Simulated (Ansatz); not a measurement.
G0W0 rungs for Bi2S3 (Bismuthinite).

```
Bi S
1.0
    11.31600    0.00000    0.00000
     0.00000    3.97090    0.00000
     0.00000    0.00000   11.17800
Bi S
8 12
Direct
  0.48339 0.25000 0.32581
  0.01661 0.75000 0.82581
  0.98339 0.25000 0.17419
  0.51661 0.75000 0.67419
  0.34069 0.75000 0.03429
  0.15931 0.25000 0.53429
  0.84069 0.75000 0.46571
  0.65931 0.25000 0.96571
  0.28540 0.25000 0.19410
  0.21460 0.75000 0.69410
  0.78540 0.25000 0.30590
  0.71460 0.75000 0.80590
  0.55000 0.75000 0.12840
  0.95000 0.25000 0.62840
  0.05000 0.75000 0.37160
  0.45000 0.25000 0.87160
  0.37560 0.75000 0.44230
  0.12440 0.25000 0.94230
  0.87560 0.75000 0.05770
  0.62440 0.25000 0.55770
```

The cell and positions come from the Crystallography Open Database and are kept as given unless a step says otherwise. Spin-orbit coupling is left out unless a run names it.

Runs so far (Ansatz 0.2.0, start PBE, hard PAW files, 2×4×2 mesh). Times are wall times on 1 × NVIDIA GB200 (shared by 2 runs) with 16 threads of Arm Neoverse V2, shared host, good to a factor of about two.

| bands summed | cutoff (eV) | gap on the mesh (eV) | time |
| --- | --- | --- | --- |
| 795 | 70 | 1.751 | 50 s |
| 1627 | 120 | 1.795 | 2.7 min |

What should the next rung give, with 3115 bands and screening to 190 eV, and where is the limit?

The error falls about as one over the bands when the cutoff rises with them. A line through the two highest rungs given predicts 1.815 eV; the run gave 1.838 eV, a miss of 0.023 eV, so the law fails here: the steps don't follow it yet. The two highest rungs put the limit near 1.885 eV, the pair below near 1.837 eV; neither can be trusted until a further rung is run.

Gaps are over the mesh's points; an edge off the mesh would be missed. Limits: not at the basis limit; no spin-orbit coupling; coarse k mesh.

[Paths, hosts, dates, memory and timing lines, banners, echoed tables and standing remarks are left out of the program output.]

[Logs are printed without paths, hosts, clocks, repeated set-up lines and the standing remarks that a program may print on its own settings, such as how far it seeks lower states.]

[Runs of the session that timed out or met a known fault of the program may be left out.]

[Cells called generated may have been cut or substituted from an entry of the Crystallography Open Database or the Materials Project.]

[Hosts, paths, dates, database ids (printed as entryN), source tags and the programs' standing remarks are cut or masked in the printed files.]
